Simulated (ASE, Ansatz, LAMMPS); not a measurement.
**Localised basis functions on (4,4) carbon nanotube in a second wall (156 atoms)**

Wanted: errors and times of a linear-scaling basis for (4,4) carbon nanotube in a second wall (156 atoms). A setting counts as converged where the r.m.s. difference of forces stays under 1 % of the r.m.s. force.

Calculated with Ansatz 0.2.0; Kohn-Sham DFT, r2SCAN+D4, PAW (set soft_2), plane waves.

**1. The starting structure**

The cell holds 156 atoms: 156 C. Cell: a = 22.124 Å, b = 22.186 Å, c = 7.281 Å, α = 90.0°, β = 90.0°, γ = 90.0°. It derives from C (graphene). Graphene sheet (a = 2.46 Å) rolled into a (4,4) tube of diameter 5.43 Å inside an (9, 9) tube, 3 periods, 10 Å of vacuum; minimised with a classical potential (one cell length free). Regions: inner wall, 48 atoms (48 C); outer wall, 108 atoms (108 C). Vacuum lies along a and b. The structure repeats along c.

What the set-up can't give: Beside vacuum, support functions can miss their usual error bounds without a warning. Sampling is at Γ alone, for a cell whose periodic width is 7 Å.

**2. How the cell was made**

A minimisation with a classical potential prepares the built cell.

This step: classical potential: AIREBO (Stuart, Tutein and Harrison, J. Chem. Phys. 112, 6472 (2000)) (LAMMPS stable Jul 2025 - Update 4).

Contents of in.lammps:

```
units metal
atom_style atomic
boundary p p p
atom_modify map array
read_data structure.data
pair_style airebo 3.0 1 1
pair_coeff * * CH.airebo C
thermo_style custom step temp pe press lx ly lz fmax
thermo 200
min_style cg
minimize 0 1e-4 3000 30000
fix box all box/relax z 0.0 vmax 0.001
minimize 0 1e-4 3000 30000
unfix box
minimize 0 1e-4 2000 20000
write_data relaxed.data nocoeff
```

Started as:

```sh
$ lmp -in in.lammps -log log.lammps -screen none -nocite
```

Output:

```text
LAMMPS (22 Jul 2025 - Update 4)
  156 atoms
   Step          Temp          PotEng         Press            Lx             Ly             Lz            Fmax     
         0   0             -1149.3962     -32476.102      22.123886      22.18577       7.38           0.37881436   
        86   0             -1150.2277     -15125.234      22.123886      22.18577       7.38           9.9383704e-06
Loop time of 1.70354 on 1 procs for 86 steps with 156 atoms
Minimization stats:
  Stopping criterion = force tolerance
  Energy initial, next-to-last, final = 
     -1149.39619983256  -1150.22765141931  -1150.22765141943
  Force two-norm initial, final = 3.2055914 7.821874e-05
  Force max component initial, final = 0.37881436 9.9383704e-06
  Iterations, force evaluations = 86 172
   Step          Temp          PotEng         Press            Lx             Ly             Lz            Fmax     
        86   0             -1150.2277     -15125.234      22.123886      22.18577       7.38           9.9383704e-06
       200   0             -1150.9261     -0.26787867     22.123886      22.18577       7.2807842      0.00013747619
       400   0             -1150.9261      0.074933389    22.123886      22.18577       7.2807854      3.322988e-05 
       483   0             -1150.9261     -0.071996318    22.123886      22.18577       7.2807849      1.0165199e-05
Loop time of 4.92696 on 1 procs for 397 steps with 156 atoms
Minimization stats:
  Stopping criterion = force tolerance
  Energy initial, next-to-last, final = 
     -1150.22765141943  -1150.92613593865  -1150.92613593862
  Force two-norm initial, final = 102.58952 9.9059023e-05
  Force max component initial, final = 102.58952 3.9957492e-05
  Iterations, force evaluations = 397 783
   Step          Temp          PotEng         Press            Lx             Ly             Lz            Fmax     
       483   0             -1150.9261     -0.071996318    22.123886      22.18577       7.2807849      1.0165199e-05
       486   0             -1150.9261     -0.0018252277   22.123886      22.18577       7.2807849      9.6658384e-06
Loop time of 0.0403629 on 1 procs for 3 steps with 156 atoms
Minimization stats:
  Stopping criterion = force tolerance
  Energy initial, next-to-last, final = 
     -1150.92613593862  -1150.92613593889  -1150.92613593898
  Force two-norm initial, final = 9.0642644e-05 8.3792002e-05
  Force max component initial, final = 1.0165199e-05 9.6658384e-06
  Iterations, force evaluations = 3 6
```

Run time: 7.4 s. Hardware: 1 thread of Intel Xeon at 2.80GHz (Skylake/Cascade Lake), shared host.

**3. Plane-wave single point**

The first run fixes the reference, at a cutoff of 500 eV.

Contents of input.yaml:

```yaml
crystal:
  lattice:
    - [22.12389, 0.0, 0.0]
    - [0.0, 22.18577, 0.0]
    - [0.0, 0.0, 7.28078]
  atoms:
    - { symbol: C, position: [0.61883, 0.5317, 0.17348] }
    - { symbol: C, position: [0.60649, 0.56133, 0.00681] }
    - { symbol: C, position: [0.56147, 0.60608, 0.00681] }
    - { symbol: C, position: [0.53176, 0.61836, 0.17348] }
    - { symbol: C, position: [0.46819, 0.61847, 0.17348] }
    - { symbol: C, position: [0.43846, 0.60621, 0.00681] }
    - { symbol: C, position: [0.39354, 0.56134, 0.00681] }
    - { symbol: C, position: [0.38126, 0.5317, 0.17348] }
    - { symbol: C, position: [0.38126, 0.4683, 0.17348] }
    - { symbol: C, position: [0.39354, 0.43866, 0.34015] }
    - { symbol: C, position: [0.43846, 0.39379, 0.00681] }
    - { symbol: C, position: [0.46819, 0.38153, 0.17348] }
    - { symbol: C, position: [0.53176, 0.38164, 0.17348] }
    - { symbol: C, position: [0.56147, 0.39392, 0.34015] }
    - { symbol: C, position: [0.60649, 0.43867, 0.00681] }
    - { symbol: C, position: [0.61883, 0.4683, 0.17348] }
    - { symbol: C, position: [0.77069, 0.53157, 0.17348] }
    - { symbol: C, position: [0.76519, 0.56262, 0.00681] }
    - { symbol: C, position: [0.74352, 0.62194, 0.00681] }
    - { symbol: C, position: [0.72761, 0.64921, 0.17348] }
    - { symbol: C, position: [0.68681, 0.69748, 0.17348] }
    - { symbol: C, position: [0.66266, 0.71783, 0.00681] }
    - { symbol: C, position: [0.60799, 0.74968, 0.34015] }
    - { symbol: C, position: [0.57826, 0.76045, 0.17348] }
    - { symbol: C, position: [0.51584, 0.77104, 0.17348] }
    - { symbol: C, position: [0.48423, 0.77094, 0.00681] }
    - { symbol: C, position: [0.42185, 0.76017, 0.00681] }
    - { symbol: C, position: [0.3921, 0.74942, 0.17348] }
    - { symbol: C, position: [0.33733, 0.71775, 0.17348] }
    - { symbol: C, position: [0.31308, 0.69753, 0.34015] }
    - { symbol: C, position: [0.27217, 0.64934, 0.34015] }
    - { symbol: C, position: [0.25634, 0.62203, 0.17348] }
    [... 118 atom lines left out ...]
    - { symbol: C, position: [0.66266, 0.28217, 0.67348] }
    - { symbol: C, position: [0.68681, 0.30252, 0.84015] }
    - { symbol: C, position: [0.72761, 0.35079, 0.84015] }
    - { symbol: C, position: [0.74352, 0.37806, 0.00681] }
    - { symbol: C, position: [0.76519, 0.43738, 0.00681] }
    - { symbol: C, position: [0.77069, 0.46843, 0.84015] }
kpoints:
  mp_grid: { grid: [1, 1, 1] }
hamiltonian:
  xc: r2scan
  dispersion: d4
scf:
  occupations: { method: gaussian, width: 0.025 }
output:
  forces: true
  populations: true
  dos:
    method: { smearing: { sigma: 0.08 } }
    de: 0.1
    projected:
      site_lists:
        C: [C]
        inner_wall: [0, 1, 2, 3, 4, 5, 6, 7, 8, 9, 10, 11, 12, 13, 14, 15, 52, 53, 54, 55, 56, 57, 58, 59, 60, 61, 62, 63, 64, 65, 66, 67, 104, 105, 106, 107, 108, 109, 110, 111, 112, 113, 114, 115, 116, 117, 118, 119]
  eigenvalues: true
  write_density: true
  write_potential: true
  volumetric_format: npy
```

Started as:

```sh
$ ansatz run input.yaml --threads 8 --pin off --max-ram 15872MiB --backend cpu --events-out ev --progress --plain --runs-dir out
```

Output:

```text
Warning: the atoms were moved onto the symmetric positions of the space group found under crystal.symmetry.tolerance 1.0e-5 (fractional; no operation is sought that the atoms, as they stand in a round, miss by more than twice it, and no atom is moved by as much as it), and the run uses the moved positions. [...]
Engine: ansatz 0.2.0, aarch64-unknown-linux-gnu
Pseudopotentials: kind: paw
Pseudopotential: C, paw, valence charge 4, recommended cutoff 500 eV (meta_gga), C.paw.azcp
[... 6 lines on functional and potentials left out ...]
Crystal: 156 atoms, lattice volume = 3573.666 Å³
Basis set: ecut = 500 eV, 90759 PW (Γ), exchange–correlation on 648×648×216 points (64 copies of the dense FFT grid, shifted against one another)
Bands: 468, of which v1, the nominal top of the filled ones, is band 312 counted from 1 (311 counted from 0)
Symmetry: 12 space group operations
Space group: Pmm2 (ITA 25), of the structure as read, at distance tolerance 1.5e-4 Å
k-points: 1
[... 4 lines on functional and potentials left out ...]
Initial density: superposition of atomic densities (neutral atoms: chi_scale 0, normalization atom), corrected by the library's trained network
Initial wavefunctions: pseudopotential atomic-orbital guess
Functional: x = r2scan, c = r2scan; τ floored in thin density (d = 2e-4 eV/Å³)
SCF iter   1: F=—  HF=-39231.825489 eV  |F-HF|=—  |Δ(HF+E_count)|=         —  Δρ=6.11e-3  dr2=5.04e0  dr2_τ=3.60e1  ethr=1.77e-3  ⟨swp⟩=9.0  Hψ=2662  notcnv=0  defer=107
preconditioner: auto → LDOS  [insulator: Δε(μ)=0.056 eV  Ē_g=15.632 eV  σ=0.025 eV  W_gap=0.89  n_scr=524 (ndim 8)  ℏωp=15.5 eV  f_vac=0.611  D(μ)=50.97/eV (n_scr^D=238)  ε∞_Penn≈2.0  β→1.0]
SCF iter   2: F=—  HF=-39234.885758 eV  |F-HF|=—  |Δ(HF+E_count)|=    3.06e0  Δρ=2.03e-3  dr2=1.20e-1  dr2_τ=3.40e-2  ethr=8.07e-4  ⟨swp⟩=3.0  Hψ=856  notcnv=0  defer=148
SCF iter   3: F=—  HF=-39234.901432 eV  |F-HF|=—  |Δ(HF+E_count)|=   1.57e-2  Δρ=7.03e-4  dr2=6.86e-2  dr2_τ=1.35e-3  ethr=1.93e-5  ⟨swp⟩=2.0  Hψ=629  notcnv=0  defer=148
SCF iter   4: F=—  HF=-39234.895517 eV  |F-HF|=—  |Δ(HF+E_count)|=   5.91e-3  Δρ=2.34e-4  dr2=1.00e-2  dr2_τ=8.34e-5  ethr=1.10e-5  ⟨swp⟩=2.0  Hψ=558  notcnv=0  defer=148
SCF iter   5: F=—  HF=-39234.895341 eV  |F-HF|=—  |Δ(HF+E_count)|=   1.76e-4  Δρ=1.31e-4  dr2=3.82e-3  dr2_τ=1.25e-5  ethr=1.61e-6  ⟨swp⟩=1.0  Hψ=320  notcnv=0  defer=148
SCF iter   6: F=—  HF=-39234.894900 eV  |F-HF|=—  |Δ(HF+E_count)|=   4.42e-4  Δρ=8.90e-5  dr2=1.01e-3  dr2_τ=7.23e-6  ethr=6.13e-7  ⟨swp⟩=2.0  Hψ=558  notcnv=0  defer=148
SCF iter   7: F=—  HF=-39234.894744 eV  |F-HF|=—  |Δ(HF+E_count)|=   1.56e-4  Δρ=4.65e-5  dr2=3.53e-4  dr2_τ=2.64e-6  ethr=1.63e-7  ⟨swp⟩=2.0  Hψ=558  notcnv=0  defer=148
SCF iter   8: F=—  HF=-39234.894704 eV  |F-HF|=—  |Δ(HF+E_count)|=   3.91e-5  Δρ=1.38e-5  dr2=9.60e-6  dr2_τ=3.34e-7  ethr=5.66e-8  ⟨swp⟩=2.0  Hψ=560  notcnv=0  defer=148
SCF iter   9: F=—  HF=-39234.898866 eV  |F-HF|=—  |Δ(HF+E_count)|=   4.16e-3  Δρ=6.38e-6  dr2=2.30e-6  dr2_τ=8.93e-8  ethr=1.54e-9  ⟨swp⟩=2.0  Hψ=748  notcnv=0  defer=148
SCF iter  10: F=—  HF=-39234.898867 eV  |F-HF|=—  |Δ(HF+E_count)|=   1.01e-6  Δρ=3.42e-6  dr2=7.90e-7  dr2_τ=9.44e-9  ethr=3.68e-10  ⟨swp⟩=2.0  Hψ=557  notcnv=0  defer=148
SCF iter  11: F=—  HF=-39234.898867 eV  |F-HF|=—  |Δ(HF+E_count)|=   1.92e-7  Δρ=1.37e-6  dr2=2.73e-7  dr2_τ=1.86e-9  ethr=1.27e-10  ⟨swp⟩=2.0  Hψ=557  notcnv=0  defer=148
SCF iter  12: F=-39234.898867 eV  HF=-39234.898868 eV  |F-HF|=5.84e-8  |Δ(HF+E_count)|=   6.76e-8  Δρ=5.67e-7  dr2=9.24e-8  dr2_τ=4.20e-10  ethr=1.60e-11  ⟨swp⟩=37.0  Hψ=5989  notcnv=0
SCF 1 converged in 12 iterations: F = -39234.898867 eV  dr2 = 9.24e-8
  greatest PAW one-centre occupation: 0.693 electrons in one spin orbital (limit 2), on the C atom at site 147 (counted from 0), in its partial waves of l = 0
WARN: The output density's exchange-correlation potential varies sharply where the density is thin. Do not read a vacuum level from v_tot or v_xc, or from such a field of the output density. On a cell that repeats whose density bears no net charge and no dipole along the vacuum's axis use v_es (v_loc + v_h of the components); [...]
SCF converged after 12 iterations
Free energy (F): -39234.898867 eV
Harris-Foulkes:  -39234.898868 eV  (|F-HF|=5.84e-8)
Internal energy: -39234.874024 eV  (E = F + TS)
E sigma→0 (E₀):  -39234.886446 eV
Entropy (-TS):   -0.024843 eV (-0.159 meV/atom)
Fermi energy:    0.214946 eV
--- Per-component energies (eV) ---
  E_band       = -6166.234877
  E_kinetic    = 14378.441240
  E_local      = -343203.071855  (includes V_loc(G=0)·N_el)
  E_nonlocal   = 4242.598247
  E_hartree    = 164589.126888
  E_xc         = -7403.375752
  E_vxc        = -10260.970797  (∫ρ·V_xc dr)
  E_paw        = -15756.617519  (= ΣΔE_a)
  E_vpaw       = -1078.476120  (= ΣTr[D̂ρ^β])
  E_aug_tail   = 0.000870  (compensation charges beyond the density's cutoff)
  E_vtau       = 576.977513  (kinetic-family band-sum trace: ∫τ·v_τ [+ j·A + Jᵃ·Aᵃ] dr)
  E_ewald      = 143930.893995
  E_disp       = -9.005436  (pairwise vdW)
  E_core_change = -3.864703  (= ΣΔE_core)
  E_smearing   = -0.024843  (= −TS)
  E_closure    = -0.000000  (closes the sum)
  Σ components = -39234.898867   (vs F -39234.898867, Δ=0.00e0)
--- Forces (eV/Å), atoms counted from 1 ---
  atom   1  C      0.28139996    -0.58699130    -0.00000000
  atom   2  C     -0.17707706     0.60726578     0.00000000
  atom   3  C      0.63440320    -0.17549106    -0.00000000
  atom   4  C     -0.58291964     0.31105429     0.00000000
  atom   5  C      0.56414309     0.28681018    -0.00000000
  atom   6  C     -0.60764584    -0.21442580     0.00000000
  atom   7  C      0.21371067     0.62876680    -0.00000000
  atom   8  C     -0.32601024    -0.57411635     0.00000000
  atom   9  C     -0.32601024     0.57411635     0.00000000
  atom  10  C      0.21371067    -0.62876680    -0.00000000
  atom  11  C     -0.60764584     0.21442580     0.00000000
  atom  12  C      0.56414309    -0.28681018    -0.00000000
  atom  13  C     -0.58291964    -0.31105429     0.00000000
  atom  14  C      0.63440320     0.17549106    -0.00000000
[...]
atom 155  C      0.14704320    -0.20265239    -0.00000000
  atom 156  C      0.19530663     0.14857876    -0.00000000
  max |Σ_I F_I| component: 7.98e-5 eV/Å
--- Band table (eV) ---
  k-point 0: bands = ["-21.6320", "-21.1835", "-21.1828", "-21.1320", [... 452 levels ...], "8.3313", "8.3313", "8.3406", "8.3458", "8.4129", "8.4572", "8.4875", "8.4904", "8.4907", "8.5035", "8.5048", "8.5722"]
--- Löwdin populations: 156 sites ---
  site symbol       q [e]
     0      C      3.9641
     1      C      3.9646
     2      C      3.9647
[...]
155      C      3.9578
  spilling = 0.009920 (of n_electrons = 624.000000)
```

Run time: 82 s. Hardware: 8 threads of Arm Neoverse V2, shared host; peak memory 9.3 GiB; 10 min of CPU time.

The column dr2 measures how far the density is from self-consistency, as an energy; F and HF (Harris–Foulkes) agree once it is small.

The program notes that positions were snapped to a detected symmetry and the exchange-correlation potential is rough where the density is thin.

Numbers from this run:

```
free energy                             : -39234.8989 eV
free energy per atom                    : -251.5058 eV/atom
SCF cycles                              : 12
r.m.s. force component                  : 0.2391 eV/Å
longest force                           : 0.6641 eV/Å
Fermi energy                            : 0.2149 eV
levels partly filled by over 2 per cent : 4
spilling of the projection              : 0.00992
```

Length of the force by element and coordination:

```
element  coordination  atoms  mean length of the force (eV/Å)  spread  least   most
      C           all    156                            0.369   0.188  0.224  0.664
```

The mean of these charges, 0.040 e, is only the charge that the projection spills.

Löwdin charges by element and coordination (they lack the spilled electrons, 0.040 e an atom on average):

```
element  coordination  atoms  mean charge (e)  spread   least    most
      C           all    156           0.0397  0.0028  0.0353  0.0428
```

By region:

```
    region  atoms  mean length of the force (eV/Å)
inner wall     48                            0.651
outer wall    108                            0.244
```

States in the cell by windows of 1 eV, zero at the Fermi level; the larger projections on atomic orbitals stand beside the total:

```
from (eV)  to (eV)  total   C p  inner wall
      -10       -9   26.5  22.5        10.4
       -9       -8   36.9  31.7         8.8
       -8       -7   43.0  41.2        16.9
       -7       -6   73.5  71.8        18.1
       -6       -5   52.5  51.1        16.0
       -5       -4   32.6  32.2        11.0
       -4       -3   37.5  37.3         8.3
       -3       -2   23.9  23.7         9.7
       -2       -1    8.5   8.4         0.1
       -1        0    9.8   9.7         3.7
        0        1   15.8  15.6         4.7
        1        2   20.0  19.2         9.3
        2        3   20.0  18.4         7.5
        3        4   31.0  21.2         9.1
        4        5   27.4  12.8         2.3
```

The curve was stored every 0.10 eV, coarse against its broadening of 0.08 eV, so these counts are rough.

Between -22 and -10 eV lie 279 more states.

The levels nearest the highest filled one (over half full), pooled over k-points and spins:

```
level less the highest filled one (eV)  occupation
                                 -1.02           2
                                 -1.02           2
                                -0.656           2
                                -0.656           2
                                     0         1.8
                                     0         1.8
                                0.0453         0.2
                                0.0453         0.2
                                 0.245           0
                                 0.245           0
                                 0.850           0
                                 0.850           0
```

Valence density in the ca plane at fractional y = 0.378, with atoms of C within 0.2 Å of it. It is the smooth field of the valence electrons, not physical close to the nuclei.

Ten even steps from '_' (0.0 e/Å³) to '@' (1.9 e/Å³), each cell a mean:
```
________________________________________
________________________________________
________________________________________
________________________________________
________________________________________
++++::..::==++++==::..::==++++--::::--++
**##++==++**####**++==++****##**++++**##
____________________..__________________
________________________________________
::..______..::::..______..::::..____..::
####******########**++**########****####
::--##@@%%==::::==%%@@##--::::++@@@@**--
--==##@@@@**----++%%@@%%++--==**@@@@##==
****++====********====++******++====++**
....________....________......________..
________________________________________
........................................
==**%%%%%%##++++**%%%%%%**==++##%%%%##++
....--==--::....::--==--......::--==::..
________________________________________
________________________________________
________________________________________
________________________________________
________________________________________
```
Columns run along c (7.3 Å), rows up along a (22.1 Å). Atoms in or near the plane, at fractional coordinates: C at (0.17, 0.47), C at (0.17, 0.53), C at (0.17, 0.26), C at (0.34, 0.74), C at (0.51, 0.47), C at (0.51, 0.53), C at (0.51, 0.26), C at (0.67, 0.74), C at (0.84, 0.47), C at (0.84, 0.53), C at (0.84, 0.26), C at (0.01, 0.74).

Electrostatic potential energy in the ca plane at fractional y = 0.378, with atoms of C within 0.2 Å of it. With pseudopotentials it is smooth inside the atoms' cores, unlike the true potential.

Values in eV, 13 rows by 16 columns, each cell a mean:
```
  4   4   4   4   4   4   4   4   4   4   4   4   4   4   4   4
  4   4   4   4   4   4   4   4   4   4   4   4   4   4   4   4
 -2   1   3   3   1  -2   0   3   3   2  -1  -1   2   3   3   0
-34 -17  -9  -9 -17 -34 -25  -8 -10 -11 -32 -31 -11 -10  -9 -25
  3   3   3   3   3   3   3   3   3   3   3   3   3   3   3   3
-28 -13 -16 -16 -13 -28 -18 -13 -17 -11 -24 -23 -11 -17 -13 -18
 -6 -14 -44 -44 -13  -6  -8 -35 -48 -23  -6  -6 -23 -48 -35  -8
-25 -10  -9  -9 -10 -25 -15  -7 -10  -7 -22 -21  -7 -10  -7 -15
  3   3   3   3   3   3   3   3   3   3   3   3   3   3   3   3
-10 -12 -34 -34 -11 -10  -9 -27 -38 -18  -9  -9 -18 -38 -27  -9
  3   3   2   2   3   3   3   2   2   3   3   3   3   2   3   3
  4   4   4   4   4   4   4   4   4   4   4   4   4   4   4   4
  4   4   4   4   4   4   4   4   4   4   4   4   4   4   4   4
```
Columns run along c (7.3 Å; values clipped at the 3rd and 97th percentile), rows up along a (22.1 Å). Atoms in or near the plane, at fractional coordinates: C at (0.17, 0.47), C at (0.17, 0.53), C at (0.17, 0.26), C at (0.34, 0.74), C at (0.51, 0.47), C at (0.51, 0.53), C at (0.51, 0.26), C at (0.67, 0.74), C at (0.84, 0.47), C at (0.84, 0.53), C at (0.84, 0.26), C at (0.01, 0.74).

Löwdin charges run from +0.04 to +0.04 e, about a mean that is the spilled charge alone. Within 0.4 eV of the Fermi level the largest share is C p (100 % of the projected weight).

(Part 1 of 2 ends here.)

[Long decimals in the printed logs are rounded to 6 places.]

[Logs are printed without paths, hosts, clocks, repeated set-up lines and the standing remarks that a program may print on its own settings, such as how far it seeks lower states.]

[Hosts, paths, dates, database ids (printed as entryN), source tags and the programs' standing remarks are cut or masked in the printed files.]
